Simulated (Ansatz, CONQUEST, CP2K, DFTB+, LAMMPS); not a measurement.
**DFTB+ on liquid (K,Li)(F,Br) at 1400 K (98 atoms): settings against a plane-wave reference**

Wanted: DFTB+ inputs and outputs for liquid (K,Li)(F,Br) at 1400 K (98 atoms), checked against a plane-wave reference.

Method: the method is named at each step, in DFTB+ 25.1.

**1. Set-up**

The cell holds 98 atoms: 25 K, 24 Li, 28 F and 21 Br. Its edges and angles: a = 14.398 Å, b = 14.398 Å, c = 14.398 Å, α = 90.0°, β = 90.0°, γ = 90.0°. 98 atoms (25 K, 24 Li, 28 F, 21 Br) placed at random at 1.87 g/cm³, melted at 1800 K for 10 ps at fixed volume with the Lennard-Jones and Coulomb ion parameters for SPC/E (Joung and Cheatham, J. Phys. Chem. B 112, 9020 (2008)), full charges. Snapshot at the end of a hold of 20 ps at 1400 K and fixed volume.

The yardstick, on the same geometry:

- method: Kohn-Sham DFT, PBE, PAW, plane waves (Ansatz 0.2.0); cutoff 420 eV, Γ point, fermi-dirac smearing of 0.05 eV; PAW set soft_2
- r.m.s. force component: 0.3973 eV/Å
- longest force: 1.566 eV/Å
- pressure: -1.967 GPa
- gap (highest filled to lowest empty level): 3.088 eV
- SCF cycles: 10
- time: 21 s on 4 threads of Intel Xeon 6975P-C (Granite Rapids), shared host
- CPU time: 79 s

**2. GFN1-xTB**

Method: GFN1-xTB tight binding, diagonalisation.

Input file dftb_in.hsd:

```
Geometry = GenFormat {
  <<< geo.gen
}
Driver = {}
Hamiltonian = xTB {
  Method = "GFN1-xTB"
  SccTolerance = 1e-06
  MaxSccIterations = 300
  Mixer = Broyden { MixingParameter = 0.2 }
  Filling = Fermi { Temperature [K] = 580 }
  KPointsAndWeights = { 0.0 0.0 0.0 1.0 }
}
Analysis {
  PrintForces = Yes
  MullikenAnalysis = Yes
}
ParserOptions { ParserVersion = 14 }
```

Input file geo.gen:

```
98 F
K Li F Br
1 1 0.78919 0.72602 0.70302
2 1 0.89743 0.19498 0.45982
3 1 0.63586 0.33120 0.66263
4 1 0.37131 0.93421 0.07642
5 1 0.44936 0.24983 0.92681
6 1 0.52969 0.92375 0.80158
7 1 0.92793 0.91118 0.58281
8 1 0.58129 0.11235 0.20362
9 1 0.92510 0.29321 0.92101
10 1 0.43976 0.63574 0.63469
11 1 0.08472 0.66362 0.58662
12 1 0.76547 0.42627 0.33120
13 1 0.41268 0.12792 0.46552
14 1 0.23740 0.36554 0.09392
15 1 0.54564 0.84938 0.47039
16 1 0.13794 0.30455 0.27749
17 1 0.06541 0.58533 0.92140
18 1 0.71195 0.79591 0.16532
19 1 0.51910 0.49008 0.99310
20 1 0.17073 0.95238 0.45199
21 1 0.23746 0.82930 0.76868
22 1 0.94507 0.47625 0.66467
23 1 0.72677 0.36099 0.05055
24 1 0.37608 0.44401 0.43488
25 1 0.13190 0.24733 0.68498
26 2 0.14792 0.86308 0.09222
27 2 0.80977 0.88810 0.85582
28 2 0.32953 0.55372 0.82606
29 2 0.68448 0.66691 0.51290
30 2 0.90774 0.85895 0.09200
31 2 0.73515 0.04055 0.68521
32 2 0.91040 0.11209 0.73440
33 2 0.34905 0.73517 0.94364
34 2 0.89316 0.70037 0.39229
35 2 0.93479 0.87734 0.31622
36 2 0.43477 0.27560 0.23476
37 2 0.01593 0.01962 0.16734
38 2 0.66528 0.14953 0.91474
39 2 0.44870 0.45047 0.20965
40 2 0.95511 0.70658 0.18024
41 2 0.78060 0.64745 0.99688
42 2 0.84687 0.11548 0.18016
43 2 0.31924 0.62653 0.17822
44 2 0.03326 0.85435 0.90878
45 2 0.54725 0.56891 0.27797
46 2 0.86716 0.05357 0.98759
47 2 0.08685 0.51616 0.28355
48 2 0.18648 0.10768 0.00998
49 2 0.10080 0.74909 0.35453
50 3 0.54536 0.43545 0.30383
51 3 0.77906 0.17079 0.00094
52 3 0.01873 0.64380 0.29682
53 3 0.76474 0.90397 0.71203
54 3 0.61970 0.75077 0.59684
55 3 0.80396 0.05881 0.81090
56 3 0.83852 0.70251 0.51855
[... 42 atom lines left out ...]
0.0 0.0 0.0
14.39790 0.00000 0.00000
0.00000 14.39790 0.00000
0.00000 0.00000 14.39790
```

The run is started by

```
OMP_NUM_THREADS=1 dftb+ > output.txt
```

Output:

```text
Reading input file 'dftb_in.hsd'
Parser version: 14
--------------------------------------------------------------------------------
Processed input in HSD format written to 'dftb_pin.hsd'
Starting initialization...
--------------------------------------------------------------------------------
WARNING!
-> Dipole printed for extended system : value printed is not well defined
Mode:                        Static calculation
Self consistent charges:     Yes
SCC-tolerance:                 0.100000E-05
Max. scc iterations:                    300
Shell resolved Hubbard:      Yes
Spin polarisation:           No
Nr. of up electrons:           196.000000
Nr. of down electrons:         196.000000
Periodic boundaries:         Yes
Electronic solver:           Relatively robust
Mixer:                       Broyden mixer
Mixing parameter:                  0.200000
Nr. of chrg. vec. in memory:            300
Max. SCC-cycles:                        300
tblite library version:      0.3.0
-> parametrization:          GFN1-xTB
-> repulsion:                Yes
-> dispersion:               Yes
-> halogen bonding:          Yes
-> electrostatics:           Yes
   -> isotropic:             Yes
   -> anisotropic:           No
   -> third-order:           Yes
Electronic temperature:              0.183675E-02 H      0.499806E-01 eV
Initial charges:             Set automatically (system chrg:   0.000E+00)
Included shells:             K:  s, p
                            Li:  s, p
                             F:  s, p
                            Br:  s, p, d
K-points and weights:           1:  0.000000  0.000000  0.000000     1.000000
K-points in absolute space:     1:  0.000000  0.000000  0.000000
Extra options:
                             Mulliken analysis
                             Force calculation
Force type                   original
--------------------------------------------------------------------------------
***  Geometry step: 0
 iSCC Total electronic   Diff electronic      SCC error
    1   -0.24652035E+03    0.00000000E+00    0.10806680E+01
    2   -0.24709248E+03   -0.24652035E+03    0.86009922E+00
    3   -0.24596178E+03   -0.57213391E+00    0.14250115E+01
    4   -0.24627194E+03    0.11306959E+01    0.18983673E+01
    5   -0.24706416E+03   -0.31015810E+00    0.68303396E+00
    6   -0.24652264E+03   -0.79222180E+00    0.18751039E+01
    7   -0.24644424E+03    0.54151924E+00    0.19038662E+01
    8   -0.24764521E+03    0.78399911E-01    0.41956768E+00
    9   -0.24766317E+03   -0.12009670E+01    0.40340879E+00
   10   -0.24767226E+03   -0.17959179E-01    0.32814571E+00
   11   -0.24733941E+03   -0.90868084E-02    0.10768044E+01
   12   -0.24756852E+03    0.33284521E+00    0.60993605E+00
   13   -0.24768399E+03   -0.22910833E+00    0.23288316E+00
   14   -0.24768656E+03   -0.11546427E+00    0.19041941E+00
   15   -0.24768868E+03   -0.25775262E-02    0.12852243E+00
   16   -0.24769022E+03   -0.21210917E-02    0.30716292E-01
   17   -0.24768750E+03   -0.15397163E-02    0.95877640E-01
   18   -0.24769042E+03    0.27191282E-02    0.14160449E-01
   19   -0.24769045E+03   -0.29107134E-02    0.10521822E-01
>> Charges saved for restart in charges.bin
   20   -0.24769041E+03   -0.29944743E-04    0.44181255E-02
   21   -0.24769032E+03    0.35524107E-04    0.89860128E-02
   22   -0.24769045E+03    0.87137764E-04    0.32864907E-02
   23   -0.24769041E+03   -0.12349064E-03    0.25326981E-02
   24   -0.24769042E+03    0.32029407E-04    0.17441852E-02
[...]
32   -0.24769042E+03    0.45915371E-06    0.12219730E-03
   33   -0.24769042E+03    0.24214603E-06    0.87219825E-04
   34   -0.24769042E+03    0.14889440E-06    0.61290629E-04
   35   -0.24769042E+03    0.24577344E-06    0.39476449E-04
   36   -0.24769042E+03    0.18328961E-07    0.20044181E-04
   37   -0.24769042E+03    0.10481708E-06    0.74730806E-05
   38   -0.24769042E+03    0.97347453E-07    0.26481384E-05
>> Charges saved for restart in charges.bin
   39   -0.24769042E+03    0.27125054E-07    0.88414742E-06
Total Energy:                     -247.8291411004 H        -6743.7740 eV
Extrapolated to 0K:               -247.8300552002 H        -6743.7989 eV
Total Mermin free energy:         -247.8309693000 H        -6743.8238 eV
Force related energy:             -247.8309693000 H        -6743.8238 eV
Volume:                              0.201416E+05 au^3   0.298468E+04 A^3
Pressure:                           -0.848315E-04 au    -0.249583E+10 Pa
```

detailed.out:

```text
Fermi distribution function
Calculation with static geometry
********************************************************************************
 iSCC Total electronic   Diff electronic      SCC error
   39   -0.24769042E+03    0.27125054E-07    0.88414742E-06
********************************************************************************
 Total charge:     0.00000000
 Atomic gross charges (e)
 Atom           Charge
    1       0.40822544
    2       0.42756342
    3       0.28767235
    4       0.31445039
    5       0.46090241
    6       0.30677045
    7       0.51651411
    8       0.05746196
    9       0.30798655
   10       0.40406702
   11       0.37399305
   12       0.45207282
[...]
94      -0.21034067
   95      -0.23981464
   96      -0.28527801
   97      -0.19203241
   98      -0.21888872
Fermi level:                        -0.3978254965 H          -10.8254 eV
Band energy:                      -198.2537867466 H        -5394.7600 eV
TS:                                  0.0018281996 H            0.0497 eV
Band free energy (E-TS):          -198.2556149462 H        -5394.8098 eV
Extrapolated E(0K):               -198.2547008464 H        -5394.7849 eV
Input / Output electrons (q):    392.0000000000    392.0000000000
Energy H0:                        -249.3841825588 H        -6786.0889 eV
Energy SCC:                          1.6937623262 H           46.0896 eV
Total Electronic energy:          -247.6904202326 H        -6739.9993 eV
Repulsive energy:                    0.1403700364 H            3.8197 eV
Halogen correction energy:           0.0000000000 H            0.0000 eV
Total energy:                     -247.8291411004 H        -6743.7740 eV
Extrapolated to 0:                -247.8300552002 H        -6743.7989 eV
Total Mermin free energy:         -247.8309693000 H        -6743.8238 eV
Force related energy:             -247.8309693000 H        -6743.8238 eV
Non-constrained calculation
SCC converged
Total Forces
    1     -0.000880298754     -0.002202921996     -0.008812768205
    2     -0.000499568486     -0.007434353644      0.000581138735
    3     -0.001157018844     -0.002927037104      0.010801836670
    4     -0.005687260774     -0.007563747782      0.011696880103
    5      0.001020388306      0.009502678496     -0.003081488421
    6      0.004091493505      0.004283259487      0.004782877677
    7     -0.008177734954      0.004035783353      0.004067421989
    8     -0.008820373606      0.024197022079     -0.000582789653
    9     -0.000449513984     -0.003664358899     -0.010048900373
   10      0.003127875565     -0.003373016137     -0.003685673396
   11     -0.013985407541      0.003870935087     -0.008733435591
[...]
94     -0.004672336734      0.008085015637     -0.004193701805
   95      0.000492265040      0.000621858825     -0.002518647515
   96      0.003944047511     -0.001981051766      0.007141460530
   97      0.002561199165     -0.004074159494      0.009676001896
   98     -0.003395300591      0.004185236740      0.004825303323
Total stress tensor
     -0.000092115955     -0.000003921040     -0.000008607758
     -0.000003921040     -0.000079802345     -0.000001320631
     -0.000008607758     -0.000001320631     -0.000082576128
Total lattice derivs
      0.068191592757      0.002902667128      0.006372150354
      0.002902667128      0.059076074454      0.000977636611
      0.006372150354      0.000977636611      0.061129450656
Maximal derivative component:        0.328870E-01 au
Volume:                              0.201416E+05 au^3
Pressure:                           -0.848315E-04 au    -0.249583E+10 Pa
Warning: dipole moment is not defined absolutely!
Dipole moment:   20.70048042  -12.28410483   22.73354973 au
Dipole moment:   52.61537727  -31.22308261   57.78292444 Debye
```

Run time: 10 s. Hardware: 1 thread of Intel Xeon 6975P-C (Granite Rapids), shared host; peak memory 0.33 GiB.

Banners, paths, timers and routine set-up lines are dropped from the logs unmarked, and long logs keep their key lines alone; longer cuts are marked.

Compared with the plane-wave run:

```
r.m.s. force component                  : 0.3599 eV/Å
r.m.s. difference of force components   : 327.1 meV/Å
longest difference of force vectors     : 1620 meV/Å
force difference over r.m.s. force      : 82.33 %
slope of forces against the reference's : 0.5714
correlation of force components         : 0.6307
pressure                                : -2.496 GPa
pressure difference                     : -0.5286 GPa
```

Length of the force difference by element (eV/Å):

| element | atoms | mean | most |
| --- | --- | --- | --- |
| Br | 21 | 0.24 | 0.52 |
| F | 28 | 0.47 | 1.1 |
| K | 25 | 0.66 | 1.6 |
| Li | 24 | 0.49 | 1.3 |

Local excerpt of 11 atoms (numbers count through the whole input) about K25, whose charge lies farthest from its element's mean; x, y, z are measured from there.

| atom | x | y | z | distance (Å) | Mulliken charge (e) | Fx | Fy | Fz (eV/Å) |
| --- | --- | --- | --- | --- | --- | --- | --- | --- |
| K25 | 0.00 | 0.00 | 0.00 | 0.00 | 0.05 | -0.40 | -0.19 | -0.56 |
| F64 | -2.66 | -0.07 | 0.48 | 2.71 | -0.62 | 0.28 | -0.24 | 0.08 |
| Br92 | 1.08 | 0.37 | 2.82 | 3.04 | -0.27 | -0.05 | -0.13 | 0.49 |
| Br79 | -0.74 | -3.21 | 0.62 | 3.36 | -0.23 | -0.02 | 0.04 | -0.08 |
| Br78 | 1.38 | -0.82 | -3.33 | 3.70 | -0.27 | -0.91 | 0.33 | 0.08 |
| Li32 | -3.19 | -1.95 | 0.71 | 3.80 | 0.58 | -0.19 | 0.16 | -0.20 |
| Br84 | 0.45 | 3.90 | 0.64 | 3.98 | -0.28 | 0.12 | 0.01 | 0.02 |
| K22 | -2.69 | 3.30 | -0.29 | 4.26 | 0.14 | 0.40 | -0.24 | 0.92 |
| K9 | -2.98 | 0.66 | 3.40 | 4.57 | 0.31 | -0.02 | -0.19 | -0.52 |
| Br95 | -1.65 | 2.66 | -3.47 | 4.68 | -0.24 | 0.03 | 0.03 | -0.13 |
| K2 | -3.38 | -0.75 | -3.24 | 4.74 | 0.43 | -0.03 | -0.38 | 0.03 |

Forces lie 82 % from the reference's, at 0.13 times its CPU time (on 1 against 4 cores).

**3. IPEA1-xTB**

Method: IPEA1-xTB tight binding, diagonalisation.

dftb_in.hsd: that of step 2 with these lines changed.

```diff
@@ -5,3 +5,3 @@
 Hamiltonian = xTB {
-  Method = "GFN1-xTB"
+  Method = "IPEA1-xTB"
   SccTolerance = 1e-06
```

geo.gen is that of step 2.

The run is started by

```
OMP_NUM_THREADS=1 dftb+ > output.txt
```

Output:

```text
Reading input file 'dftb_in.hsd'
Parser version: 14
--------------------------------------------------------------------------------
Processed input in HSD format written to 'dftb_pin.hsd'
Starting initialization...
--------------------------------------------------------------------------------
WARNING!
-> Dipole printed for extended system : value printed is not well defined
[... lines left out ...]
***  Geometry step: 0
 iSCC Total electronic   Diff electronic      SCC error
    1   -0.25528865E+03    0.00000000E+00    0.11909566E+01
    2   -0.25665270E+03   -0.25528865E+03    0.90829485E+00
    3   -0.25530323E+03   -0.13640423E+01    0.17229917E+01
[...]
>> Charges saved for restart in charges.bin
[...]
>> Charges saved for restart in charges.bin
[...]
>> Charges saved for restart in charges.bin
[...]
>> Charges saved for restart in charges.bin
[...]
299   -0.25770454E+03    0.93989935E-04    0.12038574E+00
>> Charges saved for restart in charges.bin
  300   -0.25770533E+03   -0.35464131E-03    0.11813009E+00
ERROR!
-> SCC is NOT converged, maximal SCC iterations exceeded
Note: The following floating-point exceptions are signalling: IEEE_INVALID_FLAG IEEE_DIVIDE_BY_ZERO IEEE_OVERFLOW_FLAG IEEE_UNDERFLOW_FLAG IEEE_DENORMAL
ERROR STOP
```

detailed.out:

```text
Fermi distribution function
Calculation with static geometry
********************************************************************************
 iSCC Total electronic   Diff electronic      SCC error
  301   -0.25770533E+03   -0.35464131E-03    0.11813009E+00
********************************************************************************
 Total charge:     0.00000000
 Atomic gross charges (e)
 Atom           Charge
    1      -0.02673006
    2       0.28999907
    3       0.10517057
[...]
97      -0.06537487
   98      -0.12967190
Fermi level:                        -0.4347899338 H          -11.8312 eV
Band energy:                      -232.6936147893 H        -6331.9154 eV
TS:                                  0.0081345916 H            0.2214 eV
Band free energy (E-TS):          -232.7017493809 H        -6332.1368 eV
Extrapolated E(0K):               -232.6976820851 H        -6332.0261 eV
Input / Output electrons (q):    392.0000000000    392.0000000000
Energy H0:                        -258.8597567996 H        -7043.9324 eV
Energy SCC:                          1.1544280585 H           31.4136 eV
Total Electronic energy:          -257.7053287411 H        -7012.5188 eV
Repulsive energy:                    0.1673279953 H            4.5532 eV
Halogen correction energy:           0.0000000000 H            0.0000 eV
Total energy:                     -257.8170916501 H        -7015.5600 eV
Extrapolated to 0:                -257.8211589459 H        -7015.6707 eV
Total Mermin free energy:         -257.8252262417 H        -7015.7814 eV
Force related energy:             -257.8252262417 H        -7015.7814 eV
```

Run time: 57 s. Hardware: 1 thread; peak memory 0.35 GiB.

The run stopped without converging, so its numbers are no property of the system.

**4. What came out**

| Quantity | Value |
| --- | --- |
| force difference from the reference | DFTB+ GFN1-xTB, 82 % |
| its CPU time | 10 s |

**Reading.** Tight binding differs by 82 % (DFTB+ GFN1-xTB); it is another model, with fitted parameters of its own, and the xTB methods hold dispersion. One electronic-structure run takes under half the reference's CPU time: DFTB+ GFN1-xTB, at 82 % in 10 s against 79 s, too far off to be of use. Periodic xTB results under one method name differ between programs and library versions (DFTB+ here holds tblite 0.3). The frame stands for 1400 K, but pressures are static and levels are smeared at 580 K. The network of bonds at the start is that of the classical potential that made the cell, and needn't be the one that DFT or experiment would give. The ion parameters were fitted for water, not for melts, so the starting structure of this cell may lie well off the real melt's. The electronic-structure runs sample only Γ, in a cell whose shortest periodic width is 14 Å.

[Also dropped from logs without a mark: logging warnings of Python, and SIESTA's first energy breakdown and zero terms.]

[Logs are printed without paths, hosts, clocks, repeated set-up lines and the standing remarks that a program may print on its own settings, such as how far it seeks lower states.]

[Hosts, paths, dates, database ids (printed as entryN), source tags and the programs' standing remarks are cut or masked in the printed files.]
